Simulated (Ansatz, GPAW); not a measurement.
# C/Nb(110) in an electric field, part 2 of 2

Aim: the dipole that a field along the normal induces in C/Nb(110).

GPAW 26.7.0 and Ansatz 0.2.0; Ansatz plane waves; slab in vacuum with a dipole correction, relaxation (the session's first sound run).

So far, upper work function (eV): step 2 (relaxation) 6.25.

### Step 3. Plane waves, PBE

With the geometry fixed, the planar mean of the potential gives the vacuum level on each side.

This step: GPAW, PAW setups; slab in vacuum (GPAW 26.7.0).

File run.py:

```python
import json
import numpy as np
from ase import Atoms
from gpaw import GPAW, PW

slab = Atoms(
    ['Nb', 'Nb', 'Nb', 'Nb', 'C'],
    positions=[
        [0.00000, 0.00000, 7.00000],
        [2.33345, 0.00000, 9.33345],
        [-0.01233, -0.00000, 11.65433],
        [2.16519, 0.00000, 14.23905],
        [3.92997, 0.00000, 15.20916]],
    cell=[[2.33345, -1.65, 0.0], [2.33345, 1.65, 0.0], [0.0, 0.0, 22.80098]],
    pbc=[True, True, False])

slab.calc = GPAW(mode=PW(500), xc='PBE', kpts={'size': (12, 12, 1), 'gamma': True},
                 occupations={'name': 'fermi-dirac', 'width': 0.1}, nbands='140%',
                 convergence={'density': 1e-05}, maxiter=200,
                 poissonsolver={'dipolelayer': 'xy'},
                 symmetry={'tolerance': 1e-3}, txt='slab.txt')
result = {}
energy = slab.get_potential_energy()
fermi = slab.calc.get_fermi_level()
v = slab.calc.get_electrostatic_potential().mean((0, 1)) - fermi
n = slab.calc.get_pseudo_density().mean((0, 1))
L = slab.cell[2, 2]
z = np.arange(len(v)) * L / len(v)
low, high = slab.positions[:, 2].min(), slab.positions[:, 2].max()
below, above = np.interp([low - 4.8, high + 4.8], z, v)
slopes = [np.interp(x, z, np.gradient(v, z)) for x in (low - 4.8, high + 4.8)]
eps = np.array([[slab.calc.get_eigenvalues(k, s) for k in range(len(slab.calc.get_ibz_k_points()))]
                for s in range(slab.calc.get_number_of_spins())]) - fermi
top, bottom = eps[eps < 0].max(), eps[eps > 0].min()
dipole = slab.get_dipole_moment()[2]
print(f'energy {energy:.4f} eV, Fermi level {fermi:.4f} eV, dipole {dipole:.5f} e A')
print(f'potential 4.8 A off the faces, from the Fermi level: lower {below:.4f} eV, upper {above:.4f} eV')
print(f'slope of the potential there: lower {slopes[0]:.5f}, upper {slopes[1]:.5f} eV/A')
print(f'nearest levels on the mesh: {top:.4f} and {bottom:.4f} eV')
print('magnetic moment', round(slab.get_magnetic_moment(), 3))
result.update(energy=energy, fermi=fermi, dipole=dipole, below=below, above=above, slopes=slopes, edges=[top, bottom],
              z=z.tolist(), v=v.tolist(), n=n.tolist(), positions=slab.positions.tolist(),
              forces=slab.get_forces(apply_constraint=False).tolist(), moments=slab.get_magnetic_moments().tolist())
json.dump(result, open('result.json', 'w'))
```

Launch:

```
OMP_NUM_THREADS=1 OPENBLAS_NUM_THREADS=1 python run.py
```

Log:

```text
energy -47.3312 eV, Fermi level 2.0957 eV, dipole -0.07259 e A
potential 4.8 A off the faces, from the Fermi level: lower 4.5413 eV, upper 6.2483 eV
slope of the potential there: lower -0.00265, upper 0.00003 eV/A
nearest levels on the mesh: -0.0002 and 0.0175 eV
magnetic moment 0.0
```

Elapsed: 2.6 min, on 1 thread of Intel Xeon Platinum 8488C (Sapphire Rapids), shared host; peak memory 0.34 GiB.

Numbers from this step:

* dipole along the normal: -0.07259 e·Å
* levels nearest the Fermi level on the mesh: -1.89e-4, 0.01748 eV from the Fermi level
* upper work function: 6.248 eV
* lower work function: 4.541 eV

Electrostatic potential energy of an electron (without an applied field's), less the Fermi level, planar mean against z:

```csv
z (Å),"electrostatic potential energy of an electron (without an applied field's), less the Fermi level, planar mean (eV)"
0.0,5.40
0.5,4.54
1.0,4.54
1.5,4.54
2.0,4.54
2.5,4.54
3.0,4.54
3.5,4.52
4.0,4.47
4.5,4.31
5.0,3.84
5.5,2.45
6.0,-1.54
6.5,-12.9
7.0,-25.1
7.5,-12.5
8.0,-1.84
8.5,-3.88
9.0,-18.2
9.5,-23.1
10.0,-7.47
10.5,-1.31
11.0,-7.80
11.5,-23.4
12.0,-17.9
12.5,-3.59
13.0,-0.0506
13.5,-6.01
14.0,-21.5
14.5,-21.9
15.0,-14.1
15.5,-5.24
16.0,3.75
16.5,5.76
17.0,6.15
17.5,6.23
18.0,6.24
18.5,6.25
19.0,6.25
19.5,6.25
20.0,6.25
20.5,6.25
21.0,6.25
21.5,6.25
22.0,6.25
22.5,6.07
```

The pseudo valence density, planar mean by z:

```csv
z (Å),"pseudo valence density, planar mean (e/Å³)"
2.5,6.7e-5
3.0,2.2e-4
3.5,6.9e-4
4.0,0.00210
4.5,0.00651
5.0,0.0190
5.5,0.0518
6.0,0.170
6.5,0.669
7.0,1.54
7.5,0.693
8.0,0.282
8.5,0.345
9.0,1.02
9.5,1.39
10.0,0.474
10.5,0.268
11.0,0.474
11.5,1.38
12.0,0.991
12.5,0.304
13.0,0.198
13.5,0.362
14.0,1.25
14.5,1.33
15.0,0.730
15.5,0.442
16.0,0.140
16.5,0.0295
17.0,0.00584
17.5,0.00110
18.0,2.2e-4
18.5,4.3e-5
```

Force by atom:

```csv
atom,x (eV/Å),y (eV/Å),z (eV/Å),size
Nb1,0.024,0.000,0.287,0.288
Nb2,-0.021,0.000,-0.232,0.233
Nb3,-0.002,0.000,-0.020,0.021
Nb4,-0.012,0.000,0.038,0.040
C5,0.012,0.000,-0.073,0.074
```

The potential is flat to 0.003 eV/Å where it is read, so the vacuum is wide enough. The geometry is the other program's minimum; here the largest force on a free atom is 0.074 eV/Å.

### Step 4. In a field

A uniform field along the normal polarises the slab; the atoms stay fixed, so this is the electronic response alone.

run.py: that of step 3 with these lines changed.

```diff
@@ -4,2 +4,3 @@
 from gpaw import GPAW, PW
+from gpaw.external import ConstantElectricField
 
@@ -20,2 +21,3 @@
                  poissonsolver={'dipolelayer': 'xy'},
+                 external=ConstantElectricField(-0.2, [0, 0, 1]),
                  symmetry={'tolerance': 1e-3}, txt='slab.txt')
```

Log:

```text
energy -47.3552 eV, Fermi level 2.1886 eV, dipole -0.16824 e A
potential 4.8 A off the faces, from the Fermi level: lower 3.2354 eV, upper 7.1897 eV
slope of the potential there: lower -0.00193, upper 0.00003 eV/A
nearest levels on the mesh: -0.0047 and 0.0100 eV
magnetic moment 0.0
```

Run time: 3.4 min. Hardware: 1 thread; peak memory 0.53 GiB.

Numbers from this step:

| Property | Result |
| --- | --- |
| dipole along the normal | -0.1682 e·Å |
| levels nearest the Fermi level on the mesh | -0.004748, 0.009957 eV from the Fermi level |
| potential below the slab, the applied field's own ramp left out | 3.235 eV from the Fermi level |
| potential above the slab, the applied field's own ramp left out | 7.190 eV from the Fermi level |

The electrostatic potential energy of an electron (without an applied field's), less the Fermi level, planar mean oscillates, so the rows of the table below give means over windows of 2.47 Å about each position, cut where the curve ends. Its maxima inside the range that stand out by 2 % of the span (Å: eV): 8.2: -1.77, 10.5: -1.49, 12.9: 0.345, 20.1: 7.19. Its minima: 7.0: -26.0, 9.3: -25.5, 11.7: -24.9, 14.3: -25.0.

Table of electrostatic potential energy of an electron (without an applied field's), less the Fermi level, planar mean by z; means over each step:

z (Å), electrostatic potential energy of an electron (without an applied field's), less the Fermi level, planar mean (eV) and a bar from the least value:
```
     1.24        3.4 ########################
     3.71        3.1 ########################
     6.17       -9.1 #####
     8.64      -12.1 
    11.11      -11.4 #
    13.58      -10.5 ##
    16.05        0.5 ####################
    18.52        7.2 ##############################
    20.99        7.2 ##############################
```

Force by atom:

```csv
atom,x (eV/Å),y (eV/Å),z (eV/Å),size
Nb1,0.024,0.000,0.289,0.290
Nb2,-0.021,0.000,-0.237,0.238
Nb3,-0.002,0.000,-0.019,0.019
Nb4,-0.014,0.000,0.028,0.032
C5,0.013,0.000,-0.062,0.063
```

The dipole is now -0.168 e Å, against -0.073 in the run without a field.

### Step 5. Field on

run.py: that of step 4 with these lines changed.

```diff
@@ -21,3 +21,3 @@
                  poissonsolver={'dipolelayer': 'xy'},
-                 external=ConstantElectricField(-0.2, [0, 0, 1]),
+                 external=ConstantElectricField(-0.1, [0, 0, 1]),
                  symmetry={'tolerance': 1e-3}, txt='slab.txt')
```

Log:

```text
energy -47.3408 eV, Fermi level 2.1427 eV, dipole -0.12043 e A
potential 4.8 A off the faces, from the Fermi level: lower 3.8872 eV, upper 6.7182 eV
slope of the potential there: lower -0.00225, upper 0.00003 eV/A
nearest levels on the mesh: -0.0026 and 0.0135 eV
magnetic moment 0.0
```

Wall time 3.3 min (1 thread); peak memory 0.52 GiB.

Numbers from this step:

| Item | Value |
| --- | --- |
| dipole along the normal | -0.1204 e·Å |
| levels nearest the Fermi level on the mesh | -0.002570, 0.01353 eV from the Fermi level |
| potential below the slab, the applied field's own ramp left out | 3.887 eV from the Fermi level |
| potential above the slab, the applied field's own ramp left out | 6.718 eV from the Fermi level |

The electrostatic potential energy of an electron (without an applied field's), less the Fermi level, planar mean oscillates, so the rows of the table below give means over windows of 2.47 Å about each position, cut where the curve ends. Its maxima inside the range that stand out by 2 % of the span (Å: eV): 8.2: -1.45, 10.5: -1.40, 12.9: 0.192, 20.1: 6.72. Its minima: 7.0: -25.6, 9.3: -25.3, 11.7: -25.0, 14.3: -25.3.

The electrostatic potential energy of an electron (without an applied field's), less the Fermi level, planar mean by z; means over each step:

```csv
z (Å),"electrostatic potential energy of an electron (without an applied field's), less the Fermi level, planar mean (eV)"
1.24,4.00
3.71,3.79
6.17,-8.62
8.64,-11.8
11.11,-11.4
13.58,-10.7
16.05,0.0692
18.52,6.71
20.99,6.72
```

Force by atom:

```csv
atom,x (eV/Å),y (eV/Å),z (eV/Å),size
Nb1,0.024,0.000,0.288,0.289
Nb2,-0.021,0.000,-0.235,0.236
Nb3,-0.002,0.000,-0.021,0.021
Nb4,-0.013,0.000,0.032,0.035
C5,0.012,0.000,-0.069,0.070
```

The dipole is now -0.120 e Å, against -0.073 in the run without a field.

### Step 6. Field on

run.py: that of step 5 with these lines changed.

```diff
@@ -21,3 +21,3 @@
                  poissonsolver={'dipolelayer': 'xy'},
-                 external=ConstantElectricField(-0.1, [0, 0, 1]),
+                 external=ConstantElectricField(-0.05, [0, 0, 1]),
                  symmetry={'tolerance': 1e-3}, txt='slab.txt')
```

Log:

```text
energy -47.3354 eV, Fermi level 2.1192 eV, dipole -0.09653 e A
potential 4.8 A off the faces, from the Fermi level: lower 4.2139 eV, upper 6.4834 eV
slope of the potential there: lower -0.00244, upper 0.00003 eV/A
nearest levels on the mesh: -0.0013 and 0.0156 eV
magnetic moment 0.0
```

The job ended after 3.4 min (1 thread; peak memory 0.52 GiB).

### Step 7. In a field

run.py: that of step 6 with these lines changed.

```diff
@@ -21,3 +21,3 @@
                  poissonsolver={'dipolelayer': 'xy'},
-                 external=ConstantElectricField(-0.05, [0, 0, 1]),
+                 external=ConstantElectricField(0.05, [0, 0, 1]),
                  symmetry={'tolerance': 1e-3}, txt='slab.txt')
```

Log:

```text
energy -47.3282 eV, Fermi level 2.0721 eV, dipole -0.04861 e A
potential 4.8 A off the faces, from the Fermi level: lower 4.8696 eV, upper 6.0133 eV
slope of the potential there: lower -0.00288, upper 0.00003 eV/A
nearest levels on the mesh: -0.0068 and 0.0009 eV
magnetic moment 0.0
```

It took 4.2 min on 1 thread; peak memory 0.52 GiB.

The electrostatic potential energy of an electron (without an applied field's), less the Fermi level, planar mean oscillates, so the rows of the table below give means over windows of 1 Å about each position, cut where the curve ends. Its maxima inside the range that stand out by 2 % of the span (Å: eV): 8.2: -0.970, 10.5: -1.25, 12.9: -0.0367. Its minima: 7.0: -24.9, 9.3: -24.9, 11.7: -25.0, 14.3: -25.7.

The electrostatic potential energy of an electron (without an applied field's), less the Fermi level, planar mean by z; means over each step:

z (Å), electrostatic potential energy of an electron (without an applied field's), less the Fermi level, planar mean (eV) and a bar from the least value:
```
        0        5.1 #############################
        1        4.9 #############################
        2        4.9 #############################
        3        4.9 #############################
        4        4.8 #############################
        5        4.0 ############################
        6       -2.5 ####################
        7      -20.1 
        8       -3.8 ###################
        9      -16.6 ####
       10       -9.2 ############
       11       -9.6 ############
       12      -16.5 ####
       13       -1.7 #####################
       14      -18.9 #
       15      -14.3 #######
       16        2.4 ##########################
       17        5.9 ##############################
       18        6.0 ##############################
       19        6.0 ##############################
       20        6.0 ##############################
       21        6.0 ##############################
       22        6.0 ##############################
```

### Step 8. In a field

run.py: that of step 7 with these lines changed.

```diff
@@ -21,3 +21,3 @@
                  poissonsolver={'dipolelayer': 'xy'},
-                 external=ConstantElectricField(0.05, [0, 0, 1]),
+                 external=ConstantElectricField(0.1, [0, 0, 1]),
                  symmetry={'tolerance': 1e-3}, txt='slab.txt')
```

Log:

```text
energy -47.3264 eV, Fermi level 2.0482 eV, dipole -0.02463 e A
potential 4.8 A off the faces, from the Fermi level: lower 5.1985 eV, upper 5.7789 eV
slope of the potential there: lower -0.00314, upper 0.00003 eV/A
nearest levels on the mesh: -0.0060 and 0.0022 eV
magnetic moment 0.0
```

Elapsed: 3.3 min, on 1 thread; peak memory 0.52 GiB.

The electrostatic potential energy of an electron (without an applied field's), less the Fermi level, planar mean by z:

```csv
z (Å),"electrostatic potential energy of an electron (without an applied field's), less the Fermi level, planar mean (eV)"
0.0,5.49
0.5,5.20
1.0,5.20
1.5,5.20
2.0,5.20
2.5,5.20
3.0,5.19
3.5,5.17
4.0,5.12
4.5,4.96
5.0,4.46
5.5,3.04
6.0,-0.998
6.5,-12.4
7.0,-24.6
7.5,-12.1
8.0,-1.50
8.5,-3.59
9.0,-18.0
9.5,-23.0
10.0,-7.33
10.5,-1.22
11.0,-7.76
11.5,-23.4
12.0,-17.9
12.5,-3.70
13.0,-0.211
13.5,-6.22
14.0,-21.8
14.5,-22.2
15.0,-14.4
15.5,-5.65
16.0,3.31
16.5,5.30
17.0,5.69
17.5,5.76
18.0,5.78
18.5,5.78
19.0,5.78
19.5,5.78
20.0,5.78
20.5,5.78
21.0,5.78
21.5,5.78
22.0,5.78
22.5,5.72
```

The dipole is now -0.0246 e Å, against -0.073 in the run without a field.

### Step 9. Field on

run.py: that of step 8 with these lines changed.

```diff
@@ -21,3 +21,3 @@
                  poissonsolver={'dipolelayer': 'xy'},
-                 external=ConstantElectricField(0.1, [0, 0, 1]),
+                 external=ConstantElectricField(0.2, [0, 0, 1]),
                  symmetry={'tolerance': 1e-3}, txt='slab.txt')
```

Log:

```text
energy -47.3264 eV, Fermi level 1.9998 eV, dipole 0.02341 e A
potential 4.8 A off the faces, from the Fermi level: lower 5.8585 eV, upper 5.3102 eV
slope of the potential there: lower -0.00373, upper 0.00003 eV/A
nearest levels on the mesh: -0.0044 and 0.0045 eV
magnetic moment 0.0
```

It took 3.2 min on 1 thread; peak memory 0.53 GiB.

The dipole is now 0.0234 e Å, against -0.073 in the run without a field.

### Step 10. Field on

run.py: that of step 9 with these lines changed.

```diff
@@ -21,3 +21,3 @@
                  poissonsolver={'dipolelayer': 'xy'},
-                 external=ConstantElectricField(0.2, [0, 0, 1]),
+                 external=ConstantElectricField(0.3, [0, 0, 1]),
                  symmetry={'tolerance': 1e-3}, txt='slab.txt')
```

Log:

```text
energy -47.3312 eV, Fermi level 1.9506 eV, dipole 0.07159 e A
potential 4.8 A off the faces, from the Fermi level: lower 6.5221 eV, upper 4.8421 eV
slope of the potential there: lower -0.00449, upper 0.00004 eV/A
nearest levels on the mesh: -0.0029 and 0.0068 eV
magnetic moment 0.0
```

It took 3.2 min on 1 thread; peak memory 0.52 GiB.

The electrostatic potential energy of an electron (without an applied field's), less the Fermi level, planar mean by z:

z (Å), electrostatic potential energy of an electron (without an applied field's), less the Fermi level, planar mean (eV) and a bar from the least value:
```
      0.0        5.7 #############################
      0.5        6.5 ##############################
      1.0        6.5 ##############################
      1.5        6.5 ##############################
      2.0        6.5 ##############################
      2.5        6.5 ##############################
      3.0        6.5 ##############################
      3.5        6.5 ##############################
      4.0        6.4 ##############################
      4.5        6.2 ##############################
      5.0        5.7 #############################
      5.5        4.2 ############################
      6.0        0.1 ########################
      6.5      -11.4 ############
      7.0      -23.8 
      7.5      -11.4 ############
      8.0       -0.8 #######################
      8.5       -3.0 #####################
      9.0      -17.5 ######
      9.5      -22.6 #
     10.0       -7.1 #################
     10.5       -1.0 #######################
     11.0       -7.7 ################
     11.5      -23.4 
     12.0      -18.1 ######
     12.5       -3.9 ####################
     13.0       -0.5 #######################
     13.5       -6.6 #################
     14.0      -22.3 #
     14.5      -22.8 #
     15.0      -15.1 #########
     15.5       -6.5 #################
     16.0        2.4 ##########################
     16.5        4.4 ############################
     17.0        4.8 ############################
     17.5        4.8 ############################
     18.0        4.8 ############################
     18.5        4.8 ############################
     19.0        4.8 ############################
     19.5        4.8 ############################
     20.0        4.8 ############################
     20.5        4.8 ############################
     21.0        4.8 ############################
     21.5        4.8 ############################
     22.0        4.8 ############################
     22.5        5.0 #############################
```

The dipole is now 0.0716 e Å, against -0.073 in the run without a field.

### Step 11. The series

The members are put on one axis.

This step: induced dipole against applied field (GPAW 26.7.0).

Dipole along the normal against field:

```csv
field (V/Å),dipole along the normal (e·Å)
-0.200,-0.168
-0.100,-0.120
-0.050,-0.0965
0.000,-0.0726
0.050,-0.0486
0.100,-0.0246
0.200,0.0234
0.300,0.0716
```

### Step 12. A changed run

One more run, with changed settings.

This step: GPAW, PAW setups; slab in vacuum (GPAW 26.7.0).

run.py: that of step 10 with these lines changed.

```diff
@@ -4,3 +4,2 @@
 from gpaw import GPAW, PW
-from gpaw.external import ConstantElectricField
 
@@ -17,7 +16,6 @@
 
-slab.calc = GPAW(mode=PW(500), xc='PBE', kpts={'size': (12, 12, 1), 'gamma': True},
+slab.calc = GPAW(mode=PW(500), xc='pbe96', kpts={'size': (12, 12, 1), 'gamma': True},
                  occupations={'name': 'fermi-dirac', 'width': 0.1}, nbands='140%',
-                 convergence={'density': 1e-05}, maxiter=200,
+                 convergence={'density': 1e-05}, maxiter=100,
                  poissonsolver={'dipolelayer': 'xy'},
-                 external=ConstantElectricField(0.3, [0, 0, 1]),
                  symmetry={'tolerance': 1e-3}, txt='slab.txt')
```

Log:

```text
NameError: Unknown functional: pbe96.
```

Wall time 0.62 s (1 thread); peak memory 0.1 GiB.

The program refused the input before any cycle.

The program's message: “NameError: Unknown functional: pbe96.”

The change that led to it: xc = "pbe96".

### Step 13. Outcome

```
work function, upper and lower face            : 6.248 and 4.541 eV
dipole along the normal                        : -0.0726 e Å
induced dipole per field                       : 0.480 e Å per V/Å
out-of-plane polarisability per area, α/(ε0 A) : 11.3 Å
```

The field induces 0.480 e Å per V/Å, a polarisable thickness α/(ε0 A) of 11.3 Å beside 8.21 Å between the outermost nuclei. A perfect conductor would give the distance between its two image planes; a dielectric of thickness t gives t(1 - 1/ε). The two faces differ by 1.7 eV, the step that the slab's dipole makes (e p/(ε0 A) gives 1.7 eV), so the dipole layer is needed. The induced dipole is linear in the field over this range. The cell of 7.70 Å² holds one C, started on one chosen site; other sites and coverages weren't tried. The in-plane lattice was kept as typed, which isn't the functional's own and leaves some strain; spin-orbit coupling and temperature are left out.

[Logs are printed without paths, hosts, clocks, repeated set-up lines and the standing remarks that a program may print on its own settings, such as how far it seeks lower states.]

[Hosts, paths, dates, database ids (printed as entryN), source tags and the programs' standing remarks are cut or masked in the printed files.]
